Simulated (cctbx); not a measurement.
**Accept or mend?**

Cell a = 11.3970 Å, b = 11.3970 Å, c = 11.3970 Å, α = 90.00°, β = 90.00°, γ = 90.00°; space group Fm-3m (no. 225).

The data are simulated with cctbx, not measured: Mo Kα, λ = 0.71073 Å, to d = 0.8 Å, 80 % of the full sphere, strongest reflection 5000 counts, noise from counting, a 6 % proportional error and a noise floor of 8 counts (s.d.); no absorption, and some extinction, which the refinements don't model.

An isotropic refinement with weights 1/σ² prints:

```text
Rint 0.064, 106 unique reflections to 0.81 A
cycle     R1     wR2    GooF  max shift (A)
   1  0.1547  0.2885  11.424   0.13413
   3  0.0130  0.0258   1.021   0.00000
final R1 0.0130 wR2 0.0258 GooF 1.021  parameters 5  data/parameter 21.2
atom        x        y        z      Ueq    occ   su(xyz)  su(Uiso or U11)
Tl1    0.25000  0.75000  0.75000   0.0048  1.000  0.00000  0.0002
La1    0.00000  0.00000  0.00000   0.0045  1.000  0.00000  0.0003
Rb1    0.50000  0.00000  0.00000   0.0095  1.000  0.00000  0.0005
Cl1    0.00000  0.00000  0.75978   0.0084  1.000  0.00021  0.0004
difference map: max 0.99 min -0.80 rms 0.22
Q1    0.0452  0.0452  0.0452   32    1.05  0.89 A from La1
Q2    0.1896  0.1896  0.3104   32    1.03  1.19 A from Tl1
Q3    0.0488  0.2028  0.2028   96    0.82  2.41 A from Cl1
Q4    0.1293  0.1293  0.3707   32    0.65  2.38 A from Tl1
Q5    0.1611  0.1611  0.1611   32    0.59  1.75 A from Tl1
Q6    0.0000  0.1650  0.1650   48    0.58  2.07 A from Cl1
```

Q: Accept it or mend it, and why?

It can stand. The set-up had a fault (start far from the minimum), but the refinement still reached the right minimum: R1 = 0.0130, wR2 = 0.0258, GooF = 1.02 against R1 = 0.0130, wR2 = 0.0258, GooF = 1.02 for the right model.

The compound is RbLaTl2Cl6. The right model at the same level gives:

```text
Rint 0.064, 106 unique reflections to 0.81 A
cycle     R1     wR2    GooF  max shift (A)
   1  0.1223  0.2466   9.767   0.02527
   2  0.0130  0.0258   1.021   0.00004
final R1 0.0130 wR2 0.0258 GooF 1.021  parameters 5  data/parameter 21.2
atom        x        y        z      Ueq    occ   su(xyz)  su(Uiso or U11)
Tl1    0.25000  0.75000  0.75000   0.0048  1.000  0.00000  0.0002
La1    0.00000  0.00000  0.00000   0.0045  1.000  0.00000  0.0003
Rb1    0.50000  0.00000  0.00000   0.0095  1.000  0.00000  0.0005
Cl1    0.00000  0.00000  0.75978   0.0084  1.000  0.00021  0.0004
difference map: max 0.99 min -0.80 rms 0.22
Q1    0.0452  0.0452  0.0452   32    1.05  0.89 A from La1
Q2    0.1896  0.1896  0.3104   32    1.03  1.19 A from Tl1
Q3    0.0488  0.2028  0.2028   96    0.82  2.41 A from Cl1
Q4    0.1293  0.1293  0.3707   32    0.65  2.38 A from Tl1
Q5    0.1611  0.1611  0.1611   32    0.59  1.75 A from Tl1
Q6    0.0000  0.1650  0.1650   48    0.58  2.07 A from Cl1
```

The model was made for the exercise: a known structure type with other elements put in, its volume estimated, not relaxed; displacement parameters are assumed.

[Middle refinement cycles are left out of these outputs.]

[Logs are printed without paths, hosts, clocks, repeated set-up lines and the standing remarks that a program may print on its own settings, such as how far it seeks lower states.]
